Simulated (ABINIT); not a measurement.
# A GW chain in ABINIT: SrTiO3 (Tausonite)

Aim: the G0W0 gap of SrTiO3 (Tausonite) on LDA, step by step.

Main program and level: ABINIT 10.8.3; LDA and many-body steps on it, plane waves.

**Experimental background.**

- Gap 3.77 eV: direct gap (M0 critical point); spectroscopic ellipsometry, second-derivative fit; 300 K; bulk crystal (commercial single crystal) (“Optical probe of ferroelectric order in bulk and thin film perovskite titanates”, 2013, arxiv:1309.1245).

Report form: the programs' logs are mostly left out.

**1. The structure**

Symmetry: Pm-3m, No. 221, cubic system. The conventional cell has a = 3.905 Å, b = 3.905 Å, c = 3.905 Å, α = 90.00°, β = 90.00°, γ = 90.00°. Nearest to Sr lie 12 O at 2.76 Å. Ti has 6 O at 1.95 Å nearest. O has 2 Ti at 1.95 Å and 4 Sr at 2.76 Å nearest. Farther neighbours and most contacts between anions are not listed.

The cell and positions come from the Crystallography Open Database and are kept as given unless a step says otherwise.

**2. Ground state**

This step: ABINIT 10.8.3; DFT, LDA, plane waves, norm-conserving pseudopotentials.

The ground-state density comes first.

File run.abi:

```
acell 3*1.0 Angstrom
rprim 
  3.905280000000 0.000000000000 0.000000000000
  0.000000000000 3.905280000000 0.000000000000
  0.000000000000 0.000000000000 3.905280000000
ntypat 3
znucl 38 22 8
natom 5
typat 1 2 3 3 3
xred 
  0.500000000000 0.500000000000 0.500000000000
  0.000000000000 0.000000000000 0.000000000000
  0.500000000000 0.000000000000 0.000000000000
  0.000000000000 0.500000000000 0.000000000000
  0.000000000000 0.000000000000 0.500000000000
pp_dirpath "pseudos"
pseudos "Sr.upf, Ti.upf, O.upf"
ecut 38
ngkpt 6 6 6
nshiftk 1
shiftk 0 0 0
kptopt 1
chksymbreak 0
nband 26
occopt 1
tolvrs 1e-10
nstep 60
prtwf 0
indata_prefix "in"
outdata_prefix "out"
tmpdata_prefix "tmp"
```

The run is started by

```
OMP_NUM_THREADS=1 mpirun -n 4 abinit run.abi > log
```

Run time: 40 s. Hardware: 4 MPI ranks of Arm Neoverse V1, shared host; peak memory 0.34 GiB.

This step gave:

```
total energy               : -3905.0721 eV
gap                        : 1.808 eV
k of the valence top       : 0.5, 0.5, 0.5
k of the conduction bottom : 0, 0, 0
least direct gap           : 2.166 eV
pressure                   : -8.012 GPa
```

The gap is indirect, with the least direct gap 0.36 eV higher.

The cutoff was set for levels, not for stress, so the pressure can be off by some GPa.

**3. Bands along the symmetry lines**

The cheap functional maps the bands first; the places of the edges decide which points the dearer methods must see.

File run.abi:

```
acell 3*1.0 Angstrom
rprim 
  3.905280000000 0.000000000000 0.000000000000
  0.000000000000 3.905280000000 0.000000000000
  0.000000000000 0.000000000000 3.905280000000
ntypat 3
znucl 38 22 8
natom 5
typat 1 2 3 3 3
xred 
  0.500000000000 0.500000000000 0.500000000000
  0.000000000000 0.000000000000 0.000000000000
  0.500000000000 0.000000000000 0.000000000000
  0.000000000000 0.500000000000 0.000000000000
  0.000000000000 0.000000000000 0.500000000000
pp_dirpath "pseudos"
pseudos "Sr.upf, Ti.upf, O.upf"
ecut 38
iscf -2
irdden 1
kptopt 0
nkpt 50
kpt 
  0.00000000 0.00000000 0.00000000
  0.00000000 0.06250000 0.00000000
  0.00000000 0.12500000 0.00000000
  0.00000000 0.18750000 0.00000000
  0.00000000 0.25000000 0.00000000
  0.00000000 0.31250000 0.00000000
  0.00000000 0.37500000 0.00000000
  0.00000000 0.43750000 0.00000000
  0.00000000 0.50000000 0.00000000
  0.06250000 0.50000000 0.00000000
  0.12500000 0.50000000 0.00000000
  0.18750000 0.50000000 0.00000000
  0.25000000 0.50000000 0.00000000
  0.31250000 0.50000000 0.00000000
  0.37500000 0.50000000 0.00000000
  0.43750000 0.50000000 0.00000000
  0.50000000 0.50000000 0.00000000
  0.43750000 0.43750000 0.00000000
  0.37500000 0.37500000 0.00000000
  0.31250000 0.31250000 0.00000000
  0.25000000 0.25000000 0.00000000
  0.18750000 0.18750000 0.00000000
  0.12500000 0.12500000 0.00000000
  0.06250000 0.06250000 0.00000000
  0.00000000 0.00000000 0.00000000
  0.06250000 0.06250000 0.06250000
  0.12500000 0.12500000 0.12500000
  0.18750000 0.18750000 0.18750000
  0.25000000 0.25000000 0.25000000
  0.31250000 0.31250000 0.31250000
  0.37500000 0.37500000 0.37500000
  0.43750000 0.43750000 0.43750000
  0.50000000 0.50000000 0.50000000
  0.43750000 0.50000000 0.43750000
  0.37500000 0.50000000 0.37500000
  0.31250000 0.50000000 0.31250000
  0.25000000 0.50000000 0.25000000
  0.18750000 0.50000000 0.18750000
  0.12500000 0.50000000 0.12500000
  0.06250000 0.50000000 0.06250000
  0.00000000 0.50000000 0.00000000
  0.50000000 0.50000000 0.50000000
  0.50000000 0.50000000 0.43750000
  0.50000000 0.50000000 0.37500000
  0.50000000 0.50000000 0.31250000
  0.50000000 0.50000000 0.25000000
  0.50000000 0.50000000 0.18750000
  0.50000000 0.50000000 0.12500000
  0.50000000 0.50000000 0.06250000
  0.50000000 0.50000000 0.00000000
istwfk *1
nband 31
nbdbuf 6
tolwfr 1e-07
nstep 50
prtwf 0
prtvol 0
indata_prefix "in"
outdata_prefix "out"
tmpdata_prefix "tmp"
```

It took 43 s on 4 MPI ranks; peak memory 0.37 GiB.

This step gave:

```yaml
gap: 1.808 eV
k_of_the_valence_top: 0.5, 0.5, 0.5
k_of_the_conduction_bottom: 0, 0, 0
least_direct_gap: 2.166 eV
```

The gap is 1.808 eV, as in the run before at this level.

Electronic bands along the path, in eV, zero at the top of the highest filled band:

```
    point  band 17  band 18  band 19  band 20  band 21  band 22  band 23  band 24
        Γ    -1.18    -0.36    -0.36    -0.36     1.81     1.81     1.81     4.42
  halfway    -1.68    -1.64    -0.60    -0.60     1.89     2.90     2.90     4.43
        X    -2.38    -2.02    -0.74    -0.74     1.98     3.79     3.79     4.44
  halfway    -1.90    -1.47    -1.34    -0.65     2.97     3.80     3.91     5.17
        M    -1.74    -1.57    -1.57    -0.09     3.80     3.80     4.26     5.40
  halfway    -1.73    -1.37    -1.08    -0.74     2.86     3.01     3.27     5.05
        Γ    -1.18    -0.36    -0.36    -0.36     1.81     1.81     1.81     4.42
  halfway    -2.82    -0.93    -0.93    -0.63     3.34     3.40     3.40     6.57
        R    -3.76     0.00     0.00     0.00     4.49     4.49     4.49     6.91
  halfway    -2.75    -0.96    -0.81    -0.53     3.48     3.99     4.01     6.53
        X    -2.38    -2.02    -0.74    -0.74     1.98     3.79     3.79     4.44
jump to R    -3.76     0.00     0.00     0.00     4.49     4.49     4.49     6.91
  halfway    -3.17    -0.68    -0.68    -0.04     4.09     4.09     4.37     6.82
        M    -1.74    -1.57    -1.57    -0.09     3.80     3.80     4.26     5.40
```

**4. Empty states on the mesh, 4×4×4 mesh, 208 bands**

The sums over transitions need many empty states on a uniform mesh; this step solves for them.

File run.abi:

```
acell 3*1.0 Angstrom
rprim 
  3.905280000000 0.000000000000 0.000000000000
  0.000000000000 3.905280000000 0.000000000000
  0.000000000000 0.000000000000 3.905280000000
ntypat 3
znucl 38 22 8
natom 5
typat 1 2 3 3 3
xred 
  0.500000000000 0.500000000000 0.500000000000
  0.000000000000 0.000000000000 0.000000000000
  0.500000000000 0.000000000000 0.000000000000
  0.000000000000 0.500000000000 0.000000000000
  0.000000000000 0.000000000000 0.500000000000
pp_dirpath "pseudos"
pseudos "Sr.upf, Ti.upf, O.upf"
ecut 38
ngkpt 4 4 4
nshiftk 1
shiftk 0 0 0
kptopt 1
chksymbreak 0
irdden 1
istwfk *1
nband 208
prtvol 0
optdriver 6
gwr_task "HDIAGO"
paral_kgb 0
occopt 1
indata_prefix "in"
outdata_prefix "out"
tmpdata_prefix "tmp"
```

Wall time 3.4 min (4 MPI ranks); peak memory 4.6 GiB.

This step gave:

```yaml
gap: 1.808 eV
k_of_the_valence_top: 0.5, 0.5, 0.5
k_of_the_conduction_bottom: 0, 0, 0
least_direct_gap: 2.166 eV
k_points_computed: 10
lowest_point_of_the_top_converged_band_above_the_valence_top: 108.0359 eV
```

On this mesh the gap is 1.808 eV.

**5. Screening, 4×4×4 mesh, 200 bands, screening to 179.6 eV**

The RPA dielectric matrix is built and inverted for each q.

This step: RPA screening on LDA, plane waves, norm-conserving pseudopotentials.

Changes to run.abi since step 4:

```diff
@@ -23,10 +23,11 @@
 chksymbreak 0
-irdden 1
 istwfk *1
-nband 208
-prtvol 0
-optdriver 6
-gwr_task "HDIAGO"
-paral_kgb 0
 occopt 1
+irdwfk 1
+optdriver 3
+nband 200
+ecuteps 6.6
+inclvkb 2
+awtr 1
+symchi 1
 indata_prefix "in"
```

Elapsed: 3.7 min, on 4 MPI ranks; peak memory 1.7 GiB; 15 min of CPU time.

Numbers from this step:

```yaml
eps_infinity_with_local_fields_on_this_mesh_along_the_program_s_q_direction: 6.667
the_same_without_local_fields: 7.047
plasma_frequency: 30.43 eV
plane_waves_in_the_screening_matrix: 341
```

Local fields lower ε∞ by 5 %. On a Γ-centred mesh this coarse the value itself is usually too large, while a short band sum pulls it down.

**6. Self-energy, 4×4×4 mesh, 200 bands, screening to 179.6 eV**

The self-energy is evaluated for the states that the input lists, and the levels follow from it, in one-shot runs by the linearised quasiparticle equation.

This step: G0W0 on LDA, plane waves, norm-conserving pseudopotentials.

Changes to run.abi since step 5:

```diff
@@ -26,8 +26,21 @@
 irdwfk 1
-optdriver 3
+optdriver 4
 nband 200
+gwcalctyp 0
+ecutsigx 38
+symsigma 1
+nkptgw 4
+kptgw 
+  0.5000000000 0.5000000000 0.5000000000
+  0.0000000000 0.0000000000 0.0000000000
+  0.5000000000 0.0000000000 0.0000000000
+  0.5000000000 0.5000000000 0.0000000000
+bdgw 
+  18 23
+  18 23
+  19 23
+  18 22
 ecuteps 6.6
-inclvkb 2
-awtr 1
-symchi 1
+irdscr 1
+ppmodel 1
 indata_prefix "in"
```

The job ended after 91 s (4 MPI ranks; peak memory 1.7 GiB; 6 min of CPU time).

Numbers from this step:

| Quantity | Value |
| --- | --- |
| G0W0 gap on the mesh | 3.571 eV |
| starting gap on the mesh | 1.808 eV |
| k of the valence top | 0.5, 0.5, 0.5 |
| k of the conduction bottom | 0, 0, 0 |
| Z at the valence top | 0.766 |
| Z at the conduction bottom | 0.782 |
| least direct G0W0 gap on the computed points | 3.947 eV |

The gap on the mesh goes from 1.81 eV to 3.57 eV, a correction of +1.76 eV.

Limits: finite bands, cutoff and mesh; no spin-orbit coupling; coarse k mesh. v1 is the top filled band, c1 the lowest empty one. Levels before and after the correction, in eV, zero at the valence-band top of each column:

```csv
,conduction bottom,valence top
Kohn-Sham,1.81,0.00
G0W0,3.57,0.00
```

```csv
,level,energy (eV)
Kohn-Sham,(0.5 0.5 0.5) v3-v1,0.000
Kohn-Sham,(0.5 0.5 0.5) c1-c3,4.491
Kohn-Sham,Γ v3-v1,-0.358
Kohn-Sham,Γ c1-c3,1.808
G0W0,(0.5 0.5 0.5) v3-v1,0.000
G0W0,(0.5 0.5 0.5) c1-c3,6.347
G0W0,Γ v3-v1,-0.376
G0W0,Γ c1-c3,3.571
```

**7. Where the time went**

Times are wall times on 4 MPI ranks of Arm Neoverse V1, shared host, good to a factor of about two.

```csv
step,time,share,memory (GiB)
ground state,40 s,7 %,0.34
bands along the symmetry lines,43 s,7 %,0.37
empty states on the mesh,3.4 min,34 %,4.6
screening,3.7 min,37 %,1.7
self-energy,91 s,15 %,1.7
```

**8. Summary of results**

```yaml
lda_gap: 1.81 eV, indirect
g0w0_gap_on_the_mesh: 3.57 eV
gw_settings: 4×4×4 mesh, 200 bands, screening to 179.6 eV, Godby-Needs plasmon pole
known_limits: not at the basis limit; no spin-orbit coupling; coarse k mesh
```

What this shows: G0W0 moves the gap on the mesh from 1.81 eV to 3.57 eV (+1.76 eV), with Z of 0.77 and 0.78 at the edges. Local fields lower the RPA ε∞ on this mesh from 7.05 to 6.67; a Γ-centred mesh this coarse tends to raise both, most where the direct gap is narrow, while a short band sum lowers them. Against experiment, by G0W0@LDA: the direct gap of 3.95 eV lies +0.18 eV from the measured 3.77 eV (direct, 300 K, 2013). An exciton line or allowed optical edge lies below the quasiparticle gap by the binding energy; a forbidden edge can push the onset above it. The calculation has static nuclei and no excitons; a measured gap holds zero-point and thermal motion, which mostly lowers it. Bands and cutoff are finite, so the gap is not at the basis limit. The miss can reach some tenths of an eV and take either sign; the mesh is an error of its own. The 4×4×4 mesh is coarse for this cell, which bears on the long-range parts of exchange and screening. This is the ideal cubic cell; many perovskites, halides above all, are cubic only on average, and local tilts or off-centring can widen the gap. The many-body steps are scalar-relativistic: spin-orbit coupling is not in them.

[Paths, hosts, dates, memory and timing lines, banners, echoed tables and standing remarks are left out of the program output.]

[Logs are printed without paths, hosts, clocks, repeated set-up lines and the standing remarks that a program may print on its own settings, such as how far it seeks lower states.]

[Runs of the session that timed out or met a known fault of the program may be left out.]

[Hosts, paths, dates, database ids (printed as entryN), source tags and the programs' standing remarks are cut or masked in the printed files.]

[G0W0 gaps are taken among the corrected bands and points alone; a level outside them can change the order at an edge.]

[Where Ansatz stands beside ABINIT at settings called matched, ABINIT's density can come from a denser mesh and the files from another edition; pairs whose starting gaps differed by over 0.03 eV were left out, so agreement reads better than it is.]
